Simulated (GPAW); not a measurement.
# linear Os chain, spacing 2.823 A: cost and accuracy of the smearing, part 2 of 2

Wanted: the cheapest choice of the smearing that holds the magnetic results of linear Os chain, spacing 2.823 A.

GPAW 26.7.0; LDA; plane waves with GPAW's PAW setups, scalar-relativistic.

So far, largest spin moment in the augmentation sphere (μB): step 2 (rung 1 (width 0.4 eV), start ferro +) 1.26; step 5 (rung 2 (width 0.2 eV), start antiferro q=(0,0,1/2) +-) 2.05; step 6 (rung 3 (width 0.1 eV), start ferro +) 2.40; step 7 (rung 3 (width 0.1 eV), start antiferro q=(0,0,1/2) +-) 2.04; step 8 (rung 4 (width 0.05 eV), start ferro +) 2.43.

**9. Rung 4 (width 0.05 eV), start antiferro q=(0,0,1/2) +-**

order2.py

```python
import json
import numpy as np
from ase import Atoms
from ase.parallel import paropen, parprint
from gpaw import GPAW

atoms = Atoms(['Os', 'Os'],
    cell=[[12.0, 0.0, 0.0],
         [0.0, 12.0, 0.0],
         [0.0, 0.0, 5.646]],
    scaled_positions=[[0.5, 0.5, 0.0],
         [0.5, 0.5, 0.5]],
    pbc=True,
    magmoms=[1.0, -1.0])
atoms.calc = GPAW(mode={'name': 'pw', 'ecut': 550},
    xc='LDA',
    kpts={'size': (1, 1, 5), 'gamma': True},
    occupations={'name': 'fermi-dirac', 'width': 0.05},
    convergence={'density': 1e-05, 'energy': 1e-05},
    maxiter=200,
    txt='order2.txt')
e = atoms.get_potential_energy(force_consistent=True)
res = {'free_energy': e, 'energy_sigma0': atoms.get_potential_energy(), 'fermi_energy': atoms.calc.get_fermi_level()}
res['moments'] = atoms.get_magnetic_moments().tolist()
res['total'] = atoms.get_magnetic_moment()
parprint('site moments (muB):', np.round(res['moments'], 3))
parprint(f"total moment: {res['total']:.3f} muB")
parprint(f'free energy: {e:.6f} eV')
atoms.calc.write('order2.gpw')
with paropen('results.json', 'w') as f:
    json.dump(res, f)
```

Started as:

```
OMP_NUM_THREADS=1 python3 order2.py > order2.log
```

The log of the run:

```text
site moments (muB): [ 2.033 -2.033]
total moment: 0.000 muB
free energy: -9.875671 eV

--- order2.txt ---
Input parameters:
  mode=PW(ecut=550),
  convergence={'density': 1e-05, 'energy': 1e-05},
  kpts=MonkhorstPack(size=(1, 1, 5), gamma=True),
  maxiter=200,
  occupations=Occupations(name='fermi-dirac', width=0.05),
  xc=XC(name='LDA')

Diagonalizing LCAO Hamiltonian
Converting LCAO to pw mode
[...]
|          6 |        -8.574 |     1.000 |        -8.574 |     1.000 |
|          7 |        -6.630 |     1.000 |        -6.630 |     1.000 |
[...]
|         17 |        -1.927 |     0.000 |        -1.927 |     0.000 |
|         18 |        -1.927 |     0.000 |        -1.927 |     0.000 |
|         19 |        -1.341 |     0.000 |        -1.341 |     0.000 |
|         20 |         0.900 |     0.000 |         0.928 |     0.000 |

No gap
No difference between direct/indirect transitions


[key lines of the parts left out:]
Free energy:      -9.875671
Converged in 14 steps
dipole moment: (0.000001, 0.000001, -19.982080)  # |e|*Ang
Fermi level: -4.543
```

Elapsed: 82 s, on 1 MPI rank of Intel Xeon Platinum 8488C (Sapphire Rapids), shared host; peak memory 0.55 GiB.

Numbers from this step:

```
magnetization  : 0 μB
final state    : antiferromagnetic
largest moment : 2.033 μB
```

This start lies +83.2 meV a seeded atom from the first, a change of +38.0 meV since rung 3; its largest moment is 2.03 μB.

**10. Rung 5 (width 0.02 eV), start ferro +**

order1.py

```python
import json
import numpy as np
from ase import Atoms
from ase.parallel import paropen, parprint
from gpaw import GPAW

atoms = Atoms(['Os'],
    cell=[[12.0, 0.0, 0.0],
         [0.0, 12.0, 0.0],
         [0.0, 0.0, 2.823]],
    scaled_positions=[[0.5, 0.5, 0.0]],
    pbc=True,
    magmoms=[1.0])
atoms.calc = GPAW(mode={'name': 'pw', 'ecut': 550},
    xc='LDA',
    kpts={'size': (1, 1, 10), 'gamma': True},
    occupations={'name': 'fermi-dirac', 'width': 0.02},
    convergence={'density': 1e-05, 'energy': 1e-05},
    maxiter=200,
    txt='order1.txt')
e = atoms.get_potential_energy(force_consistent=True)
res = {'free_energy': e, 'energy_sigma0': atoms.get_potential_energy(), 'fermi_energy': atoms.calc.get_fermi_level()}
res['moments'] = atoms.get_magnetic_moments().tolist()
res['total'] = atoms.get_magnetic_moment()
parprint('site moments (muB):', np.round(res['moments'], 3))
parprint(f"total moment: {res['total']:.3f} muB")
parprint(f'free energy: {e:.6f} eV')
atoms.calc.write('order1.gpw')
with paropen('results.json', 'w') as f:
    json.dump(res, f)
```

Started as:

```
OMP_NUM_THREADS=1 python3 order1.py > order1.log
```

The log of the run:

```text
site moments (muB): [2.423]
total moment: 3.000 muB
free energy: -5.006829 eV

--- order1.txt ---
Input parameters:
  mode=PW(ecut=550),
  convergence={'density': 1e-05, 'energy': 1e-05},
  kpts=MonkhorstPack(size=(1, 1, 10), gamma=True),
  maxiter=200,
  occupations=Occupations(name='fermi-dirac', width=0.02),
  xc=XC(name='LDA')

Diagonalizing LCAO Hamiltonian
Converting LCAO to pw mode
[...]
|          3 |        -8.996 |     1.000 |        -8.255 |     1.000 |
|          4 |        -6.645 |     1.000 |        -5.259 |     1.000 |
[...]
|          8 |        -4.580 |     0.000 |        -3.090 |     0.000 |
|          9 |        -2.211 |     0.000 |        -1.688 |     0.000 |
|         10 |        -2.211 |     0.000 |        -1.688 |     0.000 |
|         11 |         0.382 |     0.000 |         0.445 |     0.000 |

No gap
No difference between direct/indirect transitions


[key lines of the parts left out:]
Free energy:      -5.006829
Converged in 17 steps
dipole moment: (0.000001, 0.000001, -10.009260)  # |e|*Ang
Fermi level: -4.736
```

The job ended after 50 s (1 MPI rank; peak memory 0.35 GiB).

This step gave:

```
magnetization  : 3.000 μB
final state    : ferromagnetic
largest moment : 2.423 μB
```

The largest moment moves by -0.01 μB from rung 4, at 1.1 times its CPU time.

**11. Rung 5 (width 0.02 eV), start antiferro q=(0,0,1/2) +-**

order2.py is the script of step 9 with these lines changed:

```diff
@@ -17,3 +17,3 @@
     kpts={'size': (1, 1, 5), 'gamma': True},
-    occupations={'name': 'fermi-dirac', 'width': 0.05},
+    occupations={'name': 'fermi-dirac', 'width': 0.02},
     convergence={'density': 1e-05, 'energy': 1e-05},
```

Started as:

```
OMP_NUM_THREADS=1 python3 order2.py > order2.log
```

The log of the run:

```text
site moments (muB): [ 2.029 -2.029]
total moment: 0.000 muB
free energy: -9.801645 eV

--- order2.txt ---
Input parameters:
  mode=PW(ecut=550),
  convergence={'density': 1e-05, 'energy': 1e-05},
  kpts=MonkhorstPack(size=(1, 1, 5), gamma=True),
  maxiter=200,
  occupations=Occupations(name='fermi-dirac', width=0.02),
  xc=XC(name='LDA')

Diagonalizing LCAO Hamiltonian
Converting LCAO to pw mode
[...]
|          6 |        -8.544 |     1.000 |        -8.544 |     1.000 |
|          7 |        -6.624 |     1.000 |        -6.624 |     1.000 |
[...]
|         17 |        -1.933 |     0.000 |        -1.933 |     0.000 |
|         18 |        -1.933 |     0.000 |        -1.933 |     0.000 |
|         19 |        -1.327 |     0.000 |        -1.327 |     0.000 |
|         20 |         0.703 |     0.000 |         0.583 |     0.000 |

No gap
No difference between direct/indirect transitions


[key lines of the parts left out:]
Free energy:      -9.801645
Converged in 20 steps
dipole moment: (0.000001, 0.000001, -19.983306)  # |e|*Ang
Fermi level: -4.538
```

Run time: 2.1 min. Hardware: 1 MPI rank; peak memory 0.56 GiB.

Read from the output:

| Property | Result |
| --- | --- |
| magnetization | 0 μB |
| final state | antiferromagnetic |
| largest moment | 2.029 μB |

This start lies +106.0 meV a seeded atom from the first, a change of +22.8 meV since rung 4; its largest moment is 2.03 μB.

**12. Another try**

A slip in the input shows what the program catches and what it lets pass.

run.py

```python
import json
import numpy as np
from ase import Atoms
from ase.parallel import paropen, parprint
from gpaw import GPAW

atoms = Atoms(['Os'],
    cell=[[12.0, 0.0, 0.0],
         [0.0, 12.0, 0.0],
         [0.0, 0.0, 2.823]],
    scaled_positions=[[0.5, 0.5, 0.0]],
    pbc=True,
    magmoms=[1.0])
atoms.calc = GPAW(mode={'name': 'pw', 'ecut': 550},
    xc='PBE96',
    kpts={'size': (1, 1, 10), 'gamma': True},
    occupations={'name': 'fermi-dirac', 'width': 0.1},
    convergence={'density': 1e-05, 'energy': 1e-05},
    maxiter=50,
    txt='run.txt')
e = atoms.get_potential_energy(force_consistent=True)
res = {'free_energy': e, 'energy_sigma0': atoms.get_potential_energy(), 'fermi_energy': atoms.calc.get_fermi_level()}
res['moments'] = atoms.get_magnetic_moments().tolist()
res['total'] = atoms.get_magnetic_moment()
parprint('site moments (muB):', np.round(res['moments'], 3))
parprint(f"total moment: {res['total']:.3f} muB")
parprint(f'free energy: {e:.6f} eV')
atoms.calc.write('run.gpw')
with paropen('results.json', 'w') as f:
    json.dump(res, f)
```

Started as:

```
OMP_NUM_THREADS=1 python3 run.py > run.log
```

The log of the run:

```text
NameError: Unknown functional: PBE96.

--- run.txt ---
Input parameters:
  mode=PW(ecut=550),
  convergence={'density': 1e-05, 'energy': 1e-05},
  kpts=MonkhorstPack(size=(1, 1, 10), gamma=True),
  maxiter=50,
  occupations=Occupations(name='fermi-dirac', width=0.1),
  xc=XC(name='PBE96')
```

The job ended after 1.8 s (1 MPI rank; peak memory 0.1 GiB).

The program refused the input before any cycle.

The program's message: “NameError: Unknown functional: PBE96.”

The fault put into the input: an unknown functional.

The functional must be one that the program lists.

**13. The rungs together**

Ladder, by row:

| rung | smearing (eV) | state from the first start | state from the second start | second less first (meV a seeded atom) | moment, first (μB) | moment, second (μB) | CPU time (s) |
| --- | --- | --- | --- | --- | --- | --- | --- |
| 1 | 0.4 | ferromagnetic | antiferromagnetic | -27.23 | 1.256 | 1.581 | 182.5 |
| 2 | 0.2 | ferromagnetic | antiferromagnetic | -11.65 | 2.196 | 2.045 | 143.6 |
| 3 | 0.1 | ferromagnetic | antiferromagnetic | 45.2 | 2.397 | 2.04 | 168.2 |
| 4 | 0.05 | ferromagnetic | antiferromagnetic | 83.19 | 2.43 | 2.033 | 128.6 |
| 5 | 0.02 | ferromagnetic | antiferromagnetic | 106 | 2.423 | 2.029 | 173.7 |

**14. Summary of results**

```yaml
range_of_the_moment_in_the_table_first_start: 1.26 to 2.43 μB
range_of_cpu_time: 2.1 min to 3 min
range_of_the_energy_difference: -27.2 to 106 meV a seeded atom
```

What this shows: Only the last rung can serve as the reference, and the rung before it is still 23 meV away, so convergence is not shown. The sign of the difference changes along the ladder, so the order that comes out lowest hangs on the rung. The mesh stays the same, and a narrow smearing needs a finer one, so the last rung is no sure reference.

[Logs and program files are shortened in this print: banners, set-up blocks, solver, clock and traceback lines can be left out without a mark of their own.]

[Logs are printed without paths, hosts, clocks, repeated set-up lines and the standing remarks that a program may print on its own settings, such as how far it seeks lower states.]

[Hosts, paths, dates, database ids (printed as entryN), source tags and the programs' standing remarks are cut or masked in the printed files.]

[Where a cell is said to come from a database of computed structures, the database is the Materials Project.]
